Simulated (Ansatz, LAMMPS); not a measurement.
# Convergence of a linear-scaling basis for aqueous N(CH3)4+ and Br-, 2.6 mol of salt per kg of water at 330 K (81 atoms)

Aim: test how closely localised support functions follow the reference on aqueous N(CH3)4+ and Br-, 2.6 mol of salt per kg of water at 330 K (81 atoms), and at what cost. A setting counts as converged where the r.m.s. difference of forces stays under 1 % of the r.m.s. force.

Program: Ansatz 0.2.0. Level of theory: Kohn-Sham DFT, PBE+D3(BJ), PAW (set soft_2), plane waves. Values are calculated unless marked as measured.

### 1. The starting structure

The cell holds 81 atoms: 4 C, 1 N, 54 H, 21 O and 1 Br. Cell: a = 9.357 Å, b = 9.357 Å, c = 9.357 Å, α = 90.0°, β = 90.0°, γ = 90.0°. 21 H2O, 1 N(CH3)4+, 1 Br- placed at random, at 1.08 g/cm³; overlaps pushed apart, then 10 ps at 420 K with Joung-Cheatham ions (J. Phys. Chem. B 112, 9020 (2008)); MMFF94 bonds, angles, torsions, charges and radii (Halgren, J. Comput. Chem. 17, 490 (1996)) in harmonic and 12-6 forms; SPC/E water (Berendsen, Grigera and Straatsma, J. Phys. Chem. 91, 6269 (1987)). Snapshot after 20 ps at 330 K and fixed volume.

Before any run, some limits are plain. The network of contacts between molecules at the start is that of the classical potential that made the cell, and needn't be the one that DFT or experiment would give. The density was typed from a rule of thumb and may lie off the real one at this temperature. The Brillouin zone is sampled at Γ only, in a cell whose shortest periodic width is 9 Å.

### 2. The classical run that made the cell

A classical potential makes the cell, at a small fraction of what the same run would cost in DFT.

This step: classical MD, Joung-Cheatham ions (J. Phys. Chem. B 112, 9020 (2008)); MMFF94 bonds, angles, torsions, charges and radii (Halgren, J. Comput. Chem. 17, 490 (1996)) in harmonic and 12-6 forms; SPC/E water (Berendsen, Grigera and Straatsma, J. Phys. Chem. 91, 6269 (1987)) (LAMMPS 22 Jul 2025 - Update 4).

Contents of in.lmp:

```
# aqueous N(CH3)4+ and Br-, 2.6 mol of salt per kg of water
units real
atom_style full
boundary p p p
bond_style harmonic
angle_style harmonic
dihedral_style opls
improper_style harmonic
special_bonds lj 0 0 0.5 coul 0 0 0.75
read_data data.lmp
neigh_modify delay 0 every 1 check yes one 4000
comm_modify cutoff 12.0
timestep 0.5
thermo_style custom step time temp pe press density
thermo_modify norm yes
# push overlapping molecules apart
pair_style soft 2.6
pair_coeff * * 0.0
variable a equal ramp(1,60)
fix ad all adapt 1 pair soft a * * v_a
velocity all create 420 682120 mom yes dist gaussian
fix lim all nve/limit 0.03
fix lan all langevin 420 420 50 682121 zero yes
thermo 1000
run 3000 post no
unfix ad
pair_style lj/cut/coul/long 8.4
pair_modify mix arithmetic tail yes
pair_coeff 1 1 0.0678 3.3680   # C
pair_coeff 2 2 0.0721 3.3270   # N
pair_coeff 3 3 0.0216 2.5400   # H
pair_coeff 4 4 0.1553 3.1660   # O
pair_coeff 5 5 0.0000 1.0000   # H
pair_coeff 6 6 0.0270 4.9017   # Br
# [... 19 lines left out ...]
compute msd all msd com yes
thermo 5000
fix md all nvt temp 330 330 100
run 20000 post no
print "== T330: mean square displacement over the hold $(c_msd[4]:%.2f) A^2"
unfix md
uncompute msd
write_dump all custom T330.dump id type xs ys zs modify sort id
```

Command:

```sh
$ lmp -in in.lmp -log none -nocite
```

Log:

```text
LAMMPS (22 Jul 2025 - Update 4)
Reading data file ...
  orthogonal box = (0 0 0) to (9.3572 9.3572 9.3572)
  81 atoms
  orthogonal box = (0 0 0) to (9.3572 9.3572 9.3572)
  58 bonds
  51 angles
  36 dihedrals
WARNING: Bond/angle/dihedral extent > half of periodic box length
   Step          Time           Temp          PotEng         Press         Density
         0   0              420            0.23836078     5037.7328      1.0790005
      1000   500            495.94159      1.0427212      34284.214      1.0790005
      2000   1000           394.17007      1.0027391      28998.669      1.0790005
      3000   1500           408.42978      0.90063847     52741.671      1.0790005
WARNING: Bond/angle/dihedral extent > half of periodic box length
Loop time of 0.13685 s on 1 MPI rank(s) for 3000 steps with 81 atoms
PPPM initialization ...
  G vector (1/distance) = 0.34588302
  grid = 8 8 8
  estimated relative force accuracy = 2.0974517e-05
WARNING: Bond/angle/dihedral extent > half of periodic box length
   Step          Time           Temp          PotEng         Press         Density
      3000   1500           408.42978      0.75357867     71980.201      1.0790005
      3100   1550           408.42978     -4.5848641     -3123.6588      1.0790005
[... 16 lines left out ...]
Loop time of 0.544422 s on 1 MPI rank(s) for 2000 steps with 81 atoms
WARNING: Bond/angle/dihedral extent > half of periodic box length
   Step          Time           Temp          PotEng         Press         Density
      2000   1000           507.09554     -4.0756732      20854.198      1.0790005
[... 5 lines left out ...]
WARNING: Bond/angle/dihedral extent > half of periodic box length
Loop time of 2.96273 s on 1 MPI rank(s) for 10000 steps with 81 atoms
WARNING: Bond/angle/dihedral extent > half of periodic box length
   Step          Time           Temp          PotEng         Press         Density
[... 4 lines left out ...]
WARNING: Bond/angle/dihedral extent > half of periodic box length
Loop time of 1.48054 s on 1 MPI rank(s) for 5000 steps with 81 atoms
WARNING: Bond/angle/dihedral extent > half of periodic box length
   Step          Time           Temp          PotEng         Press         Density
[... 2 lines left out ...]
     25000   24000          384.9504      -4.2438046      2888.2054      1.0790005
     30000   29000          412.77857     -4.2680061      5965.2034      1.0790005
     35000   34000          308.99281     -4.1489498     -3410.8227      1.0790005
     37000   36000          311.49398     -4.0713115      3772.4724      1.0790005
WARNING: Bond/angle/dihedral extent > half of periodic box length
Loop time of 5.86935 s on 1 MPI rank(s) for 20000 steps with 81 atoms
== T330: mean square displacement over the hold 23.50 A^2
```

It took 11 s on 1 thread of Arm Neoverse V2, shared host; peak memory 0.12 GiB.

The input also reads data.lmp (atoms, bonds and types; not printed here).

### 3. Plane-wave single point

The first run fixes the reference, at a cutoff of 420 eV.

Contents of input.yaml:

```yaml
crystal:
  lattice:
    - [9.3572, 0.0, 0.0]
    - [0.0, 9.3572, 0.0]
    - [0.0, 0.0, 9.3572]
  atoms:
    - { symbol: C, position: [0.24593, 0.21917, 0.75197] }
    - { symbol: "N", position: [0.1139, 0.1786, 0.82329] }
    - { symbol: C, position: [0.9912, 0.16932, 0.71498] }
    - { symbol: C, position: [0.13025, 0.03609, 0.90641] }
    - { symbol: C, position: [0.09533, 0.29576, 0.93614] }
    - { symbol: H, position: [0.33651, 0.1987, 0.81858] }
    - { symbol: H, position: [0.23709, 0.32253, 0.70581] }
    - { symbol: H, position: [0.25217, 0.13103, 0.67535] }
    - { symbol: H, position: [0.96992, 0.27409, 0.6676] }
    - { symbol: H, position: [0.90177, 0.13964, 0.77341] }
    - { symbol: H, position: [0.03022, 0.08603, 0.64365] }
    - { symbol: H, position: [0.02787, 0.0249, 0.97118] }
    - { symbol: H, position: [0.1636, 0.94463, 0.84929] }
    - { symbol: H, position: [0.21007, 0.05728, 0.98943] }
    - { symbol: H, position: [0.0059, 0.26091, 0.00525] }
    - { symbol: H, position: [0.06125, 0.3892, 0.87358] }
    - { symbol: H, position: [0.1975, 0.30401, 0.98716] }
    - { symbol: O, position: [0.52648, 0.86609, 0.9631] }
    - { symbol: H, position: [0.63216, 0.85102, 0.96814] }
    - { symbol: H, position: [0.49452, 0.86054, 0.86127] }
    - { symbol: O, position: [0.01045, 0.52542, 0.1565] }
    - { symbol: H, position: [0.91509, 0.49069, 0.12301] }
    - { symbol: H, position: [0.04463, 0.46374, 0.23681] }
    - { symbol: O, position: [0.51125, 0.40546, 0.8671] }
    - { symbol: H, position: [0.44257, 0.46878, 0.91901] }
    - { symbol: H, position: [0.52066, 0.31271, 0.91935] }
    - { symbol: O, position: [0.64421, 0.96396, 0.2862] }
    - { symbol: H, position: [0.62011, 0.88085, 0.34891] }
    - { symbol: H, position: [0.57642, 0.04422, 0.30581] }
    - { symbol: O, position: [0.00291, 0.76996, 0.47146] }
    - { symbol: H, position: [0.99854, 0.78211, 0.57755] }
    - { symbol: H, position: [0.95013, 0.68133, 0.44355] }
    - { symbol: O, position: [0.31685, 0.3461, 0.27492] }
    - { symbol: H, position: [0.22119, 0.34716, 0.32257] }
    - { symbol: H, position: [0.3376, 0.44284, 0.23454] }
    - { symbol: O, position: [0.96629, 0.76464, 0.7853] }
    - { symbol: H, position: [0.9638, 0.65842, 0.79673] }
    - { symbol: H, position: [0.88448, 0.80813, 0.83856] }
    - { symbol: O, position: [0.2511, 0.5733, 0.93572] }
    - { symbol: H, position: [0.26661, 0.66452, 0.88225] }
    - { symbol: H, position: [0.1684, 0.58474, 0.00244] }
    - { symbol: O, position: [0.52718, 0.94503, 0.67178] }
    - { symbol: H, position: [0.57061, 0.0423, 0.6632] }
    - { symbol: H, position: [0.55276, 0.88689, 0.58584] }
    - { symbol: O, position: [0.49246, 0.17342, 0.40141] }
    - { symbol: H, position: [0.53518, 0.22244, 0.48623] }
    - { symbol: H, position: [0.40265, 0.22373, 0.37269] }
    - { symbol: O, position: [0.92739, 0.03074, 0.33279] }
    - { symbol: H, position: [0.95746, 0.9337, 0.36596] }
    - { symbol: H, position: [0.82092, 0.03405, 0.3242] }
    - { symbol: O, position: [0.81412, 0.52934, 0.84545] }
    - { symbol: H, position: [0.80177, 0.51477, 0.7403] }
    - { symbol: H, position: [0.71855, 0.52686, 0.89322] }
    - { symbol: O, position: [0.83016, 0.82037, 0.05772] }
    - { symbol: H, position: [0.91537, 0.79778, 0.11813] }
    - { symbol: H, position: [0.77102, 0.89511, 0.10607] }
    - { symbol: O, position: [0.59906, 0.29387, 0.6258] }
    - { symbol: H, position: [0.5661, 0.34722, 0.71234] }
    - { symbol: H, position: [0.67709, 0.34879, 0.57768] }
    - { symbol: O, position: [0.13552, 0.79308, 0.16608] }
    - { symbol: H, position: [0.20988, 0.81683, 0.23908] }
    - { symbol: H, position: [0.0975, 0.69493, 0.1846] }
    - { symbol: O, position: [0.27978, 0.84805, 0.4213] }
    - { symbol: H, position: [0.33491, 0.83177, 0.51139] }
    - { symbol: H, position: [0.17583, 0.83128, 0.43963] }
    - { symbol: O, position: [0.05405, 0.29892, 0.37721] }
    - { symbol: H, position: [0.97817, 0.34562, 0.43623] }
    - { symbol: H, position: [0.02388, 0.19936, 0.35271] }
    - { symbol: O, position: [0.58584, 0.74249, 0.46483] }
    - { symbol: H, position: [0.53033, 0.68929, 0.3906] }
    - { symbol: H, position: [0.6702, 0.68415, 0.49484] }
    - { symbol: O, position: [0.4753, 0.6294, 0.2087] }
    - { symbol: H, position: [0.56193, 0.5755, 0.17692] }
    - { symbol: H, position: [0.46205, 0.71535, 0.14659] }
    - { symbol: O, position: [0.7463, 0.38694, 0.14888] }
    - { symbol: H, position: [0.66792, 0.31525, 0.13709] }
    - { symbol: H, position: [0.77092, 0.39608, 0.25247] }
    - { symbol: O, position: [0.4914, 0.18919, 0.03857] }
    - { symbol: H, position: [0.53814, 0.09573, 0.06094] }
    - { symbol: H, position: [0.43493, 0.22194, 0.12318] }
    - { symbol: Br, position: [0.80554, 0.4881, 0.48996] }
kpoints:
  mp_grid: { grid: [1, 1, 1] }
hamiltonian:
  xc: pbe
  dispersion: d3bj
scf:
  occupations: { method: fixed }
output:
  forces: true
  stress: true
  populations: true
  dos:
    method: { smearing: { sigma: 0.08 } }
    de: 0.1
    projected: { site_lists: { Br: [Br], C: [C], H: [H], "N": ["N"], O: [O] } }
  eigenvalues: true
  write_density: true
  write_potential: true
  volumetric_format: npy
  elf: true
```

Command:

```sh
$ ansatz run input.yaml --threads 4 --pin off --max-ram 8192MiB --backend cpu --events-out ev --progress --plain --runs-dir out
```

Log:

```text
Engine: ansatz 0.2.0, aarch64-unknown-linux-gnu
Pseudopotentials: kind: paw
Pseudopotential: C, paw, valence charge 4, recommended cutoff 420 eV (normal), C.paw.azcp
Pseudopotential: N, paw, valence charge 5, recommended cutoff 420 eV (normal), N.paw.azcp
Pseudopotential: H, paw, valence charge 1, recommended cutoff 420 eV (normal), H.paw.azcp
Pseudopotential: O, paw, valence charge 6, recommended cutoff 420 eV (normal), O.paw.azcp
Pseudopotential: Br, paw, valence charge 7, recommended cutoff 420 eV (normal), Br.paw.azcp
[... 5 lines on functional and potentials left out ...]
Crystal: 81 atoms, lattice volume = 819.290 Å³
Basis set: ecut = 420 eV, 15967 PW (Γ), exchange–correlation on 128×128×128 points (8 copies of the dense FFT grid, shifted against one another)
Bands: 185, of which v1, the nominal top of the filled ones, is band 104 counted from 1 (103 counted from 0)
Symmetry: 1 space group operations
Space group: P1 (ITA 1), of the structure as read, at distance tolerance 9.4e-5 Å
k-points: 1
[... 11 lines on functional and potentials left out ...]
Initial density: superposition of atomic densities (neutral atoms: chi_scale 0, normalization atom), corrected by the library's trained network
Initial wavefunctions: pseudopotential atomic-orbital guess
Functional: x = pbe(κ = 0.804, μ = 0.219515), c = pbe(β = 0.066725)
SCF iter   1: F=—  HF=-16957.567100 eV  |F-HF|=—  |Δ(HF+E_count)|=         —  Δρ=3.42e-3  dr2=1.24e-1  ethr=1.77e-3  ⟨swp⟩=5.0  Hψ=660  notcnv=0  defer=77
preconditioner: auto → Resta (q_TF=auto, 2.171 Å⁻¹)  ε∞=2.2  [insulator: Δε(μ)=4.154 eV  Ē_g=17.131 eV  n_scr=146 (ndim 8)  ℏωp=18.7 eV  f_vac=0.243  ε∞_Penn≈2.2]
SCF iter   2: F=—  HF=-16957.526815 eV  |F-HF|=—  |Δ(HF+E_count)|=   4.03e-2  Δρ=1.58e-3  dr2=2.46e-2  ethr=5.97e-5  ⟨swp⟩=3.0  Hψ=319  notcnv=0  defer=79
SCF iter   3: F=—  HF=-16957.516564 eV  |F-HF|=—  |Δ(HF+E_count)|=   1.03e-2  Δρ=6.81e-4  dr2=6.49e-3  ethr=1.18e-5  ⟨swp⟩=3.0  Hψ=190  notcnv=0  defer=79
SCF iter   4: F=—  HF=-16957.514981 eV  |F-HF|=—  |Δ(HF+E_count)|=   1.58e-3  Δρ=2.14e-4  dr2=4.53e-4  ethr=3.12e-6  ⟨swp⟩=2.0  Hψ=215  notcnv=0  defer=79
SCF iter   5: F=—  HF=-16957.514956 eV  |F-HF|=—  |Δ(HF+E_count)|=   2.46e-5  Δρ=1.04e-4  dr2=7.88e-5  ethr=2.18e-7  ⟨swp⟩=2.0  Hψ=212  notcnv=0  defer=79
SCF iter   6: F=—  HF=-16957.516131 eV  |F-HF|=—  |Δ(HF+E_count)|=   1.17e-3  Δρ=4.21e-5  dr2=1.18e-5  ethr=3.79e-8  ⟨swp⟩=2.0  Hψ=285  notcnv=0  defer=77
SCF iter   7: F=—  HF=-16957.516130 eV  |F-HF|=—  |Δ(HF+E_count)|=   1.10e-6  Δρ=1.07e-5  dr2=8.02e-7  ethr=5.69e-9  ⟨swp⟩=2.0  Hψ=210  notcnv=0  defer=79
SCF iter   8: F=—  HF=-16957.516130 eV  |F-HF|=—  |Δ(HF+E_count)|=   4.56e-7  Δρ=4.41e-6  dr2=1.32e-7  ethr=3.85e-10  ⟨swp⟩=2.0  Hψ=213  notcnv=0  defer=79
SCF iter   9: F=-16957.516130 eV  HF=-16957.516130 eV  |F-HF|=5.02e-9  |Δ(HF+E_count)|=   7.36e-9  Δρ=1.63e-6  dr2=1.78e-8  ethr=4.81e-11  ⟨swp⟩=24.0  Hψ=1871  notcnv=0
SCF 1 converged in 9 iterations: F = -16957.516130 eV  dr2 = 1.78e-8
  greatest PAW one-centre occupation: 0.914 electrons in one spin orbital (limit 2), on the Br atom at site 80 (counted from 0), in its partial waves of l = 0
WARN: The input density's exchange-correlation potential varies sharply where the density is thin. Do not read a vacuum level from v_tot or v_xc, or from such a field of the output density. On a cell that repeats whose density bears no net charge and no dipole along the vacuum's axis use v_es (v_loc + v_h of the components); [...]
SCF converged after 9 iterations
Free energy (F): -16957.516130 eV
Harris-Foulkes:  -16957.516130 eV  (|F-HF|=5.02e-9)
Internal energy: -16957.516130 eV  (E = F + TS)
E sigma→0 (E₀):  -16957.516130 eV
Fermi energy:    -1.816438 eV
--- Per-component energies (eV) ---
  E_band       = -1888.070656
  E_kinetic    = 5035.861875
  E_local      = -15569.736503  (includes V_loc(G=0)·N_el)
  E_nonlocal   = 1325.991452
  E_hartree    = 5584.357312
  E_xc         = -2530.673785
  E_vxc        = -2992.507991  (∫ρ·V_xc dr)
  E_paw        = -6130.761803  (= ΣΔE_a)
  E_vpaw       = -856.375404  (= ΣTr[D̂ρ^β])
  E_aug_tail   = -0.013377  (compensation charges beyond the density's cutoff)
  E_ewald      = -4669.449167
  E_disp       = -3.092134  (pairwise vdW)
  E_smearing   = -0.000000  (= −TS)
  E_closure    = 0.000000  (closes the sum)
  Σ components = -16957.516130   (vs F -16957.516130, Δ=0.00e0)
--- Forces (eV/Å), atoms counted from 1 ---
  atom   1  C      0.02365841    -2.79020682    -1.33071598
  atom   2  N     -0.55804531     0.06435249     1.65933849
  atom   3  C      2.34593156     0.39225369     0.46688917
  atom   4  C     -1.27530694     2.29065931     2.01267605
  atom   5  C     -2.13628407    -1.03918551    -1.14021587
  atom   6  H      0.47829040     0.48930960     0.77740754
  atom   7  H      0.14330764     0.86322883    -0.41021238
  atom   8  H      0.62612808     0.48650528    -0.97902580
  atom   9  H      0.36217282    -0.10668886    -0.19575259
  atom  10  H     -1.83037829    -0.79570726     0.94612935
  atom  11  H     -0.51914658     0.11141305    -0.54124004
  atom  12  H      0.90393890    -0.39217853    -1.04038662
  atom  13  H     -0.11991140    -0.79259459    -1.18323756
  atom  14  H      0.22691582     0.05819164    -0.12973500
[...]
atom  80  H      0.46225124    -0.48565282    -0.44380174
  atom  81  Br     0.62318591     0.46711921    -0.29136375
  max |Σ_I F_I| component: 6.23e-5 eV/Å
--- Stress (GPa, compression-positive) ---
       -1.710213       0.761240      -0.770527
        0.761241      -2.093169       0.125756
       -0.770527       0.125756      -1.274586
  P = ⅓ Tr σ = -1.6927 GPa (-16.927 kbar)
--- Band table (eV) ---
  k-point 0: bands = ["-21.4773", "-21.3041", "-21.0548", "-20.9835", [... 169 levels ...], "10.4458", "10.5774", "10.6284", "10.6964", "10.7408", "10.8120", "10.8677", "10.9496", "11.0208", "11.1417", "11.2462", "11.3169"]
--- Löwdin populations: 81 sites ---
  site symbol       q [e]
     0      C      4.3572
     1      N      4.8586
     2      C      4.3457
[...]
80     Br      7.4065
  spilling = 0.011668 (of n_electrons = 208.000000)
```

The job ended after 6.2 s (4 threads of Arm Neoverse V2, shared host; peak memory 0.82 GiB).

The program notes that the exchange-correlation potential is rough where the density is thin.

The run gave:

```
free energy                                      : -16957.5161 eV
free energy per atom                             : -209.3521 eV/atom
SCF cycles                                       : 9
pressure                                         : -1.693 GPa
r.m.s. force component                           : 0.665 eV/Å
longest force                                    : 3.305 eV/Å
Fermi energy                                     : -1.816 eV
gap (highest filled to lowest empty level) : 4.05 eV
spilling of the projection                       : 0.01167
```

The r.m.s. force component of 0.67 eV/Å and the pressure of -1.7 GPa set the scale for the differences below.

[end of part 1 of 4]

[Long decimals in the printed logs are rounded to 6 places.]

[Logs are printed without paths, hosts, clocks, repeated set-up lines and the standing remarks that a program may print on its own settings, such as how far it seeks lower states.]

[Hosts, paths, dates, database ids (printed as entryN), source tags and the programs' standing remarks are cut or masked in the printed files.]

[The MMFF94 radii named for the starting cell were scaled by 0.96; in molecules described by MMFF94, hydrogen bound to N, O or S took a small fixed 12-6 site in their place.]
